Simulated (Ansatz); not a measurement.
## Random rutile alloy of IrO2 and SiO2 (96 atoms): geometry optimisation

Aim: bring random rutile alloy of IrO2 and SiO2 (96 atoms) to a nearby minimum of the energy and see what moves.

Calculated with Ansatz 0.2.0; Kohn-Sham DFT, PBE, PAW (set soft_2), plane waves.

### Step 1. Starting point

The cell holds 96 atoms: 8 Si, 64 O and 24 Ir. Its edges and angles: a = 8.837 Å, b = 8.837 Å, c = 12.127 Å, α = 90.0°, β = 90.0°, γ = 90.0°. It derives from IrO2 (rutile) and SiO2, repeated 2×2×4. Rutile IrO2, 2 x 2 x 4 conventional cells, 8 of 32 Ir sites given to Si at random (x = 0.250), lattice by Vegard's rule (cell 4.418, 4.418, 3.032, 90, 90, 90); every coordinate displaced by a Gaussian of 0.07 Å.

Before any run, some limits are plain. The host structure and its lattice constant were typed by rule, without a check against the phase diagram. The main run has no spin polarisation, so moments on Ir can't form in it, and no Hubbard term. No spin–orbit coupling is included, so levels derived from the heavy atoms are approximate.

### Step 2. Single point at the start

A single point comes first, to see the forces before anything moves.

input.yaml reads:

```yaml
crystal:
  lattice:
    - [8.8366, 0.0, 0.0]
    - [0.0, 8.8366, 0.0]
    - [0.0, 0.0, 12.1268]
  atoms:
    - { symbol: Si, position: [0.01672, 0.01678, 0.00278] }
    - { symbol: Si, position: [0.24928, 0.247, 0.12537] }
    - { symbol: O, position: [0.14623, 0.14466, 0.98904] }
    - { symbol: O, position: [0.33635, 0.35709, 0.00576] }
    - { symbol: O, position: [0.10508, 0.40732, 0.13195] }
    - { symbol: O, position: [0.40597, 0.09792, 0.12951] }
    - { symbol: Ir, position: [0.00011, 0.00449, 0.25308] }
    - { symbol: Ir, position: [0.25412, 0.24273, 0.36624] }
    - { symbol: O, position: [0.15081, 0.15147, 0.25611] }
    - { symbol: O, position: [0.33481, 0.3356, 0.246] }
    - { symbol: O, position: [0.08319, 0.39379, 0.37023] }
    - { symbol: O, position: [0.40755, 0.08809, 0.38102] }
    - { symbol: Ir, position: [0.98786, 0.99504, 0.50385] }
    - { symbol: Ir, position: [0.25499, 0.23662, 0.62998] }
    - { symbol: O, position: [0.14055, 0.1399, 0.5108] }
    - { symbol: O, position: [0.34555, 0.3631, 0.5111] }
    - { symbol: O, position: [0.08678, 0.41385, 0.62264] }
    - { symbol: O, position: [0.40053, 0.09559, 0.61889] }
    - { symbol: Si, position: [0.011, 0.00869, 0.75083] }
    - { symbol: Ir, position: [0.25766, 0.23075, 0.8732] }
    - { symbol: O, position: [0.15103, 0.15147, 0.74905] }
    - { symbol: O, position: [0.33755, 0.34666, 0.75491] }
    - { symbol: O, position: [0.10329, 0.3883, 0.86672] }
    - { symbol: O, position: [0.40666, 0.08436, 0.88156] }
    - { symbol: Si, position: [0.99555, 0.49091, 0.00091] }
    - { symbol: Si, position: [0.26266, 0.73503, 0.11764] }
    - { symbol: O, position: [0.15808, 0.66133, 0.0034] }
    - { symbol: O, position: [0.35132, 0.84605, 0.00391] }
    - { symbol: O, position: [0.08536, 0.91291, 0.11884] }
    - { symbol: O, position: [0.41035, 0.60254, 0.12158] }
    - { symbol: Ir, position: [0.01068, 0.50009, 0.25256] }
    - { symbol: Si, position: [0.24992, 0.74935, 0.38593] }
    - { symbol: O, position: [0.14218, 0.64873, 0.24776] }
    - { symbol: O, position: [0.35179, 0.84694, 0.25198] }
    - { symbol: O, position: [0.09949, 0.8969, 0.36906] }
    - { symbol: O, position: [0.39469, 0.58526, 0.37729] }
    - { symbol: Ir, position: [0.98933, 0.49247, 0.49818] }
    - { symbol: Ir, position: [0.25566, 0.75279, 0.62345] }
    - { symbol: O, position: [0.15291, 0.63657, 0.50419] }
    - { symbol: O, position: [0.35005, 0.85781, 0.48736] }
    - { symbol: O, position: [0.10681, 0.90696, 0.62809] }
    - { symbol: O, position: [0.419, 0.59442, 0.62943] }
    - { symbol: Ir, position: [0.00856, 0.50785, 0.74885] }
    - { symbol: Ir, position: [0.24838, 0.75492, 0.86781] }
    - { symbol: O, position: [0.14836, 0.65859, 0.74313] }
    - { symbol: O, position: [0.3356, 0.8473, 0.75437] }
    - { symbol: O, position: [0.09859, 0.89145, 0.8606] }
    - { symbol: O, position: [0.41012, 0.59754, 0.8864] }
    - { symbol: Ir, position: [0.49787, 0.99857, 0.99931] }
    - { symbol: Ir, position: [0.75186, 0.25712, 0.13045] }
    - { symbol: O, position: [0.65412, 0.14287, 0.00158] }
    - { symbol: O, position: [0.84444, 0.35029, 0.99075] }
    - { symbol: O, position: [0.58901, 0.40504, 0.12101] }
    - { symbol: O, position: [0.90418, 0.09208, 0.12545] }
    - { symbol: Ir, position: [0.50642, 0.99535, 0.24585] }
    - { symbol: Ir, position: [0.75203, 0.25799, 0.37357] }
    - { symbol: O, position: [0.66635, 0.14316, 0.24748] }
    - { symbol: O, position: [0.84882, 0.33196, 0.2479] }
    - { symbol: O, position: [0.58914, 0.39937, 0.37722] }
    - { symbol: O, position: [0.90054, 0.09104, 0.38304] }
    - { symbol: Ir, position: [0.4975, 0.01958, 0.49471] }
    - { symbol: Ir, position: [0.75058, 0.25317, 0.63432] }
    - { symbol: O, position: [0.64238, 0.14989, 0.49557] }
    - { symbol: O, position: [0.85249, 0.35966, 0.49872] }
    - { symbol: O, position: [0.61159, 0.41163, 0.63028] }
    - { symbol: O, position: [0.88963, 0.09405, 0.62194] }
    - { symbol: Ir, position: [0.50768, 0.98702, 0.7512] }
    - { symbol: Ir, position: [0.74024, 0.254, 0.86854] }
    - { symbol: O, position: [0.65663, 0.14609, 0.74429] }
    - { symbol: O, position: [0.84878, 0.34759, 0.74872] }
    - { symbol: O, position: [0.60955, 0.40312, 0.87704] }
    - { symbol: O, position: [0.90685, 0.08874, 0.86869] }
    - { symbol: Ir, position: [0.49436, 0.50601, 0.00561] }
    - { symbol: Ir, position: [0.75759, 0.75792, 0.12745] }
    - { symbol: O, position: [0.66219, 0.6622, 0.99994] }
    - { symbol: O, position: [0.85472, 0.85139, 0.99681] }
    - { symbol: O, position: [0.59032, 0.9058, 0.12365] }
    - { symbol: O, position: [0.90082, 0.59085, 0.12674] }
    [... 12 atom lines left out ...]
    - { symbol: Ir, position: [0.48903, 0.50261, 0.74712] }
    - { symbol: Ir, position: [0.74811, 0.75295, 0.87705] }
    - { symbol: O, position: [0.64948, 0.64518, 0.75974] }
    - { symbol: O, position: [0.8434, 0.84627, 0.74723] }
    - { symbol: O, position: [0.61031, 0.91277, 0.88529] }
    - { symbol: O, position: [0.91471, 0.59926, 0.88139] }
kpoints:
  mp_grid: { grid: [2, 2, 1] }
hamiltonian:
  xc: pbe
scf:
  occupations: { method: fermi_dirac, width: 0.025 }
output:
  forces: true
  stress: true
  populations: true
  dos:
    method: { smearing: { sigma: 0.15 } }
    de: 0.1
    projected: { site_lists: { Ir: [Ir], O: [O], Si: [Si] } }
  eigenvalues: true
```

Run with:

```bash
> ansatz run input.yaml --threads 8 --pin off --max-ram 15872MiB --backend cpu --events-out ev --progress --plain --runs-dir out
```

Numbers of over 12 decimals in the logs are rounded to 6 here.

The program printed:

```text
Engine: ansatz 0.2.0, x86_64-unknown-linux-gnu
Pseudopotentials: kind: paw
Pseudopotential: Si, paw, valence charge 4, recommended cutoff 420 eV (normal), Si.paw.azcp
Pseudopotential: O, paw, valence charge 6, recommended cutoff 420 eV (normal), O.paw.azcp
Pseudopotential: Ir, paw, valence charge 17, recommended cutoff 420 eV (normal), Ir.paw.azcp
[... 5 lines on functional and potentials left out ...]
Crystal: 96 atoms, lattice volume = 946.927 Å³
Basis set: ecut = 420 eV, 18465 PW (Γ), exchange–correlation on 120×120×180 points (8 copies of the dense FFT grid, shifted against one another)
Bands: 508, of which v1, the nominal top of the filled ones, is band 412 counted from 1 (411 counted from 0)
Symmetry: 1 space group operations
Space group: P1 (ITA 1), of the structure as read, at distance tolerance 9.8e-5 Å
k-points: 4
[... 7 lines on functional and potentials left out ...]
Initial density: superposition of atomic densities (neutral atoms: chi_scale 0, normalization atom), corrected by the library's trained network
Initial wavefunctions: pseudopotential atomic-orbital guess
Functional: x = pbe(κ = 0.804, μ = 0.219515), c = pbe(β = 0.066725)
SCF iter   1: F=—  HF=-327775.782789 eV  |F-HF|=—  |Δ(HF+E_count)|=         —  Δρ=1.05e-2  dr2=1.76e0  ethr=1.77e-3  ⟨swp⟩=6.0  Hψ=6962  notcnv=0  defer=291
preconditioner: auto → LDOS  [metal: Δε(μ)=0.009 eV  Ē_g=12.697 eV  σ=0.025 eV  W_gap=0.09  n_scr=310 (ndim 8)  ℏωp=30.3 eV  f_vac=0.010  D(μ)=42.63/eV (n_scr^D=362)  β→1.0]
SCF iter   2: F=—  HF=-327775.696143 eV  |F-HF|=—  |Δ(HF+E_count)|=   8.66e-2  Δρ=5.31e-3  dr2=3.09e-1  ethr=2.14e-4  ⟨swp⟩=2.0  Hψ=2390  notcnv=0  defer=315
SCF iter   3: F=—  HF=-327775.672921 eV  |F-HF|=—  |Δ(HF+E_count)|=   2.32e-2  Δρ=1.84e-3  dr2=4.67e-2  ethr=3.75e-5  ⟨swp⟩=2.0  Hψ=2736  notcnv=0  defer=315
SCF iter   4: F=—  HF=-327775.669601 eV  |F-HF|=—  |Δ(HF+E_count)|=   3.32e-3  Δρ=7.91e-4  dr2=6.91e-3  ethr=5.66e-6  ⟨swp⟩=2.0  Hψ=1984  notcnv=0  defer=315
SCF iter   5: F=—  HF=-327775.669137 eV  |F-HF|=—  |Δ(HF+E_count)|=   4.64e-4  Δρ=4.12e-4  dr2=1.78e-3  ethr=8.39e-7  ⟨swp⟩=2.5  Hψ=2615  notcnv=0  defer=315
SCF iter   6: F=—  HF=-327775.668984 eV  |F-HF|=—  |Δ(HF+E_count)|=   1.53e-4  Δρ=2.03e-4  dr2=4.14e-4  ethr=2.16e-7  ⟨swp⟩=2.0  Hψ=2604  notcnv=0  defer=315
SCF iter   7: F=—  HF=-327775.668941 eV  |F-HF|=—  |Δ(HF+E_count)|=   4.25e-5  Δρ=9.82e-5  dr2=9.36e-5  ethr=5.03e-8  ⟨swp⟩=2.0  Hψ=2601  notcnv=0  defer=315
SCF iter   8: F=—  HF=-327775.669404 eV  |F-HF|=—  |Δ(HF+E_count)|=   4.63e-4  Δρ=4.48e-5  dr2=2.15e-5  ethr=1.14e-8  ⟨swp⟩=2.5  Hψ=2839  notcnv=0  defer=315
SCF iter   9: F=—  HF=-327775.669402 eV  |F-HF|=—  |Δ(HF+E_count)|=   1.66e-6  Δρ=2.00e-5  dr2=5.16e-6  ethr=2.61e-9  ⟨swp⟩=2.0  Hψ=2725  notcnv=0  defer=315
SCF iter  10: F=—  HF=-327775.669402 eV  |F-HF|=—  |Δ(HF+E_count)|=   3.98e-7  Δρ=8.75e-6  dr2=7.91e-7  ethr=6.27e-10  ⟨swp⟩=2.0  Hψ=2723  notcnv=0  defer=315
SCF iter  11: F=—  HF=-327775.669402 eV  |F-HF|=—  |Δ(HF+E_count)|=   5.13e-8  Δρ=4.12e-6  dr2=1.90e-7  ethr=9.60e-11  ⟨swp⟩=2.0  Hψ=2726  notcnv=0  defer=315
SCF iter  12: F=-327775.669402 eV  HF=-327775.669402 eV  |F-HF|=2.49e-8  |Δ(HF+E_count)|=   1.41e-8  Δρ=1.87e-6  dr2=3.24e-8  ethr=1.21e-11  ⟨swp⟩=10.8  Hψ=8254  notcnv=0
SCF 1 converged in 12 iterations: F = -327775.669402 eV  dr2 = 3.24e-8
  greatest PAW one-centre occupation: 1.000 electrons in one spin orbital (limit 2), on the Ir atom at site 60 (counted from 0), in its partial waves of l = 0
SCF converged after 12 iterations
Free energy (F): -327775.669402 eV
Harris-Foulkes:  -327775.669402 eV  (|F-HF|=2.49e-8)
Internal energy: -327775.579124 eV  (E = F + TS)
E sigma→0 (E₀):  -327775.624263 eV
Entropy (-TS):   -0.090278 eV (-0.940 meV/atom)
Fermi energy:    14.423230 eV
--- Per-component energies (eV) ---
  E_band       = -5164.485359
  E_kinetic    = 26665.144878
  E_local      = -66426.571888  (includes V_loc(G=0)·N_el)
  E_nonlocal   = 5042.021836
  E_hartree    = 25519.515817
  E_xc         = -11577.596109
  E_vxc        = -13585.883648  (∫ρ·V_xc dr)
  E_paw        = -235609.721435  (= ΣΔE_a)
  E_vpaw       = -7898.389955  (= ΣTr[D̂ρ^β])
  E_aug_tail   = 0.160321  (compensation charges beyond the density's cutoff)
  E_ewald      = -71388.532546
  E_smearing   = -0.090278  (= −TS)
  E_closure    = 0.000000  (closes the sum)
  Σ components = -327775.669402   (vs F -327775.669402, Δ=0.00e0)
--- Forces (eV/Å), atoms counted from 1 ---
  atom   1  Si    -3.80347154    -3.26807176     0.04304192
  atom   2  Si     0.64398225     0.96268219    -0.04675975
  atom   3  O      0.48886207     0.25373641     4.34965104
  atom   4  O     -1.69337548    -3.14542945     1.34055684
  atom   5  O      1.25299698    -2.51208026    -4.71200143
  atom   6  O     -3.29231925     2.60270726    -2.38173277
  atom   7  Ir    -1.05001896    -2.40951135    -1.23876360
  atom   8  Ir    -1.97981157     0.42978518    10.12415049
  atom   9  O      0.03336076     0.01141314    -5.46328863
  atom  10  O      1.68291086     1.59114596    -4.20764822
  atom  11  O      2.81163937    -1.98962893     2.05919865
  atom  12  O     -4.03684056     4.21014289    -7.91203332
  atom  13  Ir     2.59637436    -2.04251301     0.26957596
  atom  14  Ir    -3.14907642     5.54029048    -3.24039509
[...]
atom  95  O     -0.11425378    -1.08779449    -2.95864143
  atom  96  O      0.41671125    -0.84166452     1.43954404
  max |Σ_I F_I| component: 7.25e-5 eV/Å
--- Stress (GPa, compression-positive) ---
       22.539998       2.092719       0.414494
        2.092719      21.842706      -2.441649
        0.414494      -2.441649      31.349471
  P = ⅓ Tr σ = 25.2441 GPa (252.441 kbar)
--- Band table (eV) ---
  k-point 0: bands = ["-79.6903", "-79.5414", "-79.3173", "-79.2438", [... 492 levels ...], "22.4749", "22.5377", "22.5752", "22.6522", "22.8104", "22.9179", "23.0866", "23.1229", "23.1729", "23.1878", "23.2156", "23.3179"]
[...]
--- Löwdin populations: 96 sites ---
  site symbol       q [e]
     0     Si      2.4889
     1     Si      2.5888
     2      O      6.6867
[...]
95      O      6.6933
  spilling = 0.005464 (of n_electrons = 824.000000)
```

Wall time 42 s (8 threads of Intel Xeon Platinum 8259CL at 2.50GHz (Skylake/Cascade Lake), shared host); peak memory 7.6 GiB.

Numbers from this run:

```yaml
free_energy: -327775.6694 eV
free_energy_per_atom: -3414.3299 eV/atom
scf_cycles: 12
pressure: 25.24 GPa
r_m_s_force_component: 2.87 eV/Å
longest_force: 11.18 eV/Å
fermi_energy: 14.42 eV
levels_partly_filled_by_over_2_per_cent: 17
spilling_of_the_projection: 0.005464
```

The r.m.s. force component of 2.9 eV/Å and the pressure of 25 GPa set the starting point.

Length of the force by element:

| element | coordination | atoms | mean length of the force (eV/Å) | spread | least | most |
| --- | --- | --- | --- | --- | --- | --- |
| Ir | all | 24 | 6.03 | 2.65 | 2.65 | 11.2 |
| O | all | 64 | 4.05 | 1.86 | 1.30 | 9.83 |
| Si | all | 8 | 2.35 | 1.44 | 0.924 | 5.01 |

### Step 3. Relaxation

With the cell held, the atoms are moved downhill towards a nearby minimum.

input.yaml, the sections that differ from step 2:

```yaml
output:
  forces: true
relax:
  f_tol: 0.03
  max_steps: 92
# crystal, kpoints, hamiltonian, scf: as in step 2
```

The program printed:

```text
[...]
Crystal: 96 atoms, lattice volume = 946.927 Å³
Basis set: ecut = 420 eV, 18465 PW (Γ), exchange–correlation on 120×120×180 points (8 copies of the dense FFT grid, shifted against one another)
Bands: 508, of which v1, the nominal top of the filled ones, is band 412 counted from 1 (411 counted from 0)
Symmetry: 1 space group operations
[...]
k-points: 4
[...]
SCF iter   1: F=—  HF=-327775.782789 eV  |F-HF|=—  |Δ(HF+E_count)|=         —  Δρ=1.05e-2  dr2=1.76e0  ethr=1.77e-3  ⟨swp⟩=6.0  Hψ=6962  notcnv=0  defer=291
[...]
SCF iter   8: F=-327775.669386 eV  HF=-327775.669404 eV  |F-HF|=1.78e-5  |Δ(HF+E_count)|=   8.01e-6  Δρ=4.48e-5  dr2=2.17e-5  ethr=2.73e-9  ⟨swp⟩=4.0  Hψ=5409  notcnv=0
SCF 1 converged in 8 iterations: F = -327775.669386 eV  dr2 = 2.17e-5
[...]
relax step   1: F+E_penalty+E_count = -327775.66938622 eV  Δ(F+E_penalty+E_count) = +0.000e0 eV  max|allowed force component| = 1.012e1 eV/Å  Δτ_max = 0.0000 Å  (8 SCF iters, dr2 threshold 2.25e-5 eV, accepted)
[...]
relax step   2: F+E_penalty+E_count = -327797.90800390 eV  Δ(F+E_penalty+E_count) = -2.224e1 eV  max|allowed force component| = 3.345e0 eV/Å  Δτ_max = 0.1978 Å  (8 SCF iters, dr2 threshold 1.00e-4 eV, accepted)
[...]
relax step   3: F+E_penalty+E_count = -327803.16339808 eV  Δ(F+E_penalty+E_count) = -5.255e0 eV  max|allowed force component| = 4.214e-1 eV/Å  Δτ_max = 0.2000 Å  (7 SCF iters, dr2 threshold 1.00e-4 eV, accepted)
relax step   4: F+E_penalty+E_count = -327803.23170173 eV  Δ(F+E_penalty+E_count) = -6.830e-2 eV  max|allowed force component| = 1.899e-1 eV/Å  Δτ_max = 0.0213 Å  (6 SCF iters, dr2 threshold 1.11e-5 eV, accepted)
relax step   5: F+E_penalty+E_count = -327803.24428125 eV  Δ(F+E_penalty+E_count) = -1.258e-2 eV  max|allowed force component| = 5.119e-2 eV/Å  Δτ_max = 0.0133 Å  (6 SCF iters, dr2 threshold 2.25e-6 eV, accepted)
[...]
relax step   6: F+E_penalty+E_count = -327803.24501360 eV  Δ(F+E_penalty+E_count) = -7.323e-4 eV  max|allowed force component| = 1.639e-2 eV/Å  Δτ_max = 0.0044 Å  (7 SCF iters, accepted)
SCF converged after 7 iterations
Free energy (F): -327803.245014 eV
[...]
Internal energy: -327803.178565 eV  (E = F + TS)
E sigma→0 (E₀):  -327803.211789 eV
Entropy (-TS):   -0.066448 eV (-0.692 meV/atom)
Fermi energy:    14.083584 eV
[...]
--- Forces (eV/Å), atoms counted from 1 ---
  atom   1  Si    -0.00785175     0.01639219     0.00027836
  atom   2  Si    -0.01545942    -0.00186704    -0.00417190
  atom   3  O      0.00116240    -0.00670281    -0.00265270
  atom   4  O     -0.00154018    -0.00279226     0.00118936
  atom   5  O     -0.00269091    -0.00245960    -0.00057515
  atom   6  O      0.00863146    -0.00454873     0.00309288
  atom   7  Ir    -0.00851848     0.01157270     0.00029395
  atom   8  Ir    -0.00333699    -0.00909382     0.00302329
  atom   9  O     -0.00548352    -0.00039914     0.00340128
  atom  10  O      0.00138264    -0.00402035    -0.00048604
  atom  11  O     -0.00265437     0.00346105    -0.00448859
  atom  12  O     -0.00069523    -0.00173157    -0.00253877
  atom  13  Ir    -0.01249292     0.00222950     0.00141784
  atom  14  Ir     0.00008473     0.00149805     0.00526460
[...]
atom  95  O     -0.00274674    -0.00293081     0.00098519
  atom  96  O     -0.01283895     0.00346910    -0.01002268
  max |Σ_I F_I| component: 2.73e-5 eV/Å
--- Relaxed structure (6 steps of the walk, 6 accepted, 0 SCFs on fresh bases) ---
  F+E_penalty+E_count = -327803.24501360 eV   max|allowed force component| = 1.639e-2 eV/Å
  atoms:
    - { symbol: Si, position: [0.00366586, -0.00557381, -0.00222307] }
    - { symbol: Si, position: [0.244695, 0.247158, 0.121647] }
    - { symbol: O, position: [0.148410, 0.141855, 1.012671] }
    - { symbol: O, position: [0.344676, 0.337687, 0.013605] }
[...]
- { symbol: O, position: [0.915171, 0.597837, 0.888865] }
```

The job ended after 98 s (8 threads; peak memory 7.7 GiB; 12 min of CPU time).

Relaxation path:

| step | energy less that of the first step (eV) | largest force component (eV/Å) |
| --- | --- | --- |
| 1 | 0.0000 | 10.1237 |
| 2 | -22.2386 | 3.3447 |
| 3 | -27.4940 | 0.4214 |
| 4 | -27.5623 | 0.1899 |
| 5 | -27.5749 | 0.0512 |
| 6 | -27.5756 | 0.0164 |

The atoms that moved most (Å):

| atom | dx | dy | dz | length |
| --- | --- | --- | --- | --- |
| O23 | -0.056 | 0.186 | 0.281 | 0.342 |
| O39 | 0.000 | 0.241 | -0.225 | 0.329 |
| O93 | 0.141 | 0.104 | -0.273 | 0.324 |
| O3 | 0.019 | -0.025 | 0.287 | 0.288 |
| O47 | -0.088 | 0.157 | 0.219 | 0.284 |
| O66 | 0.189 | -0.012 | 0.206 | 0.280 |
| O9 | 0.033 | 0.044 | -0.274 | 0.279 |
| O83 | 0.116 | -0.241 | 0.003 | 0.268 |

The relaxation changed the energy by -287 meV/atom, and atoms moved by 0.17 Å r.m.s., 0.34 Å at most.

[end of part 1 of 2]

[Logs are printed without paths, hosts, clocks, repeated set-up lines and the standing remarks that a program may print on its own settings, such as how far it seeks lower states.]

[Hosts, paths, dates, database ids (printed as entryN), source tags and the programs' standing remarks are cut or masked in the printed files.]
